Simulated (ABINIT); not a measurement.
An input for ABINIT 10.8.3 (BaTiO3 (P4mm)):

```
acell 3*1.0 Angstrom
rprim 
  3.999800000000 0.000000000000 0.000000000000
  0.000000000000 3.999800000000 0.000000000000
  0.000000000000 0.000000000000 4.018000000000
ntypat 3
znucl 56 22 8
natom 5
typat 1 2 3 3 3
xred 
  0.000000000000 0.000000000000 0.000000000000
  0.500000000000 0.500000000000 0.490000000000
  0.500000000000 0.500000000000 0.019000000000
  0.500000000000 0.000000000000 0.517000000000
  0.000000000000 0.500000000000 0.517000000000
pp_dirpath "pseudos"
pseudos "Ba.upf, Ti.upf, O.upf"
ecut 38
nspinor 2
ngkpt 4 4 4
nshiftk 1
shiftk 0 0 0
kptopt 1
chksymbreak 0
iscf -2
irdden 1
istwfk *1
nband 202
nbdbuf 18
tolwfr 1e-09
nstep 60
prtvol 0
indata_prefix "in"
outdata_prefix "out"
tmpdata_prefix "tmp"
```

The database entry behind the starting cell differs from later determinations by our own check (c/a about 0.6 % short), so it need not match the best structure at ambient conditions.

```sh
OMP_NUM_THREADS=1 mpirun -n 4 abinit run.abi > log
```

**Question.** Estimate wall time and host memory on 4 MPI ranks of Arm Neoverse V1, shared host.

It took 9.1 min; on shared hardware allow 4.6 min to 18 min. Peak host memory was 0.92 GiB.

[Paths, hosts, dates, memory and timing lines, banners, echoed tables and standing remarks are left out of the program output.]

[Logs are printed without paths, hosts, clocks, repeated set-up lines and the standing remarks that a program may print on its own settings, such as how far it seeks lower states.]

[Runs of the session that timed out or met a known fault of the program may be left out.]

[Hosts, paths, dates, database ids (printed as entryN), source tags and the programs' standing remarks are cut or masked in the printed files.]

[G0W0 gaps are taken among the corrected bands and points alone; a level outside them can change the order at an edge.]

[Where Ansatz stands beside ABINIT at settings called matched, ABINIT's density can come from a denser mesh and the files from another edition; pairs whose starting gaps differed by over 0.03 eV were left out, so agreement reads better than it is.]
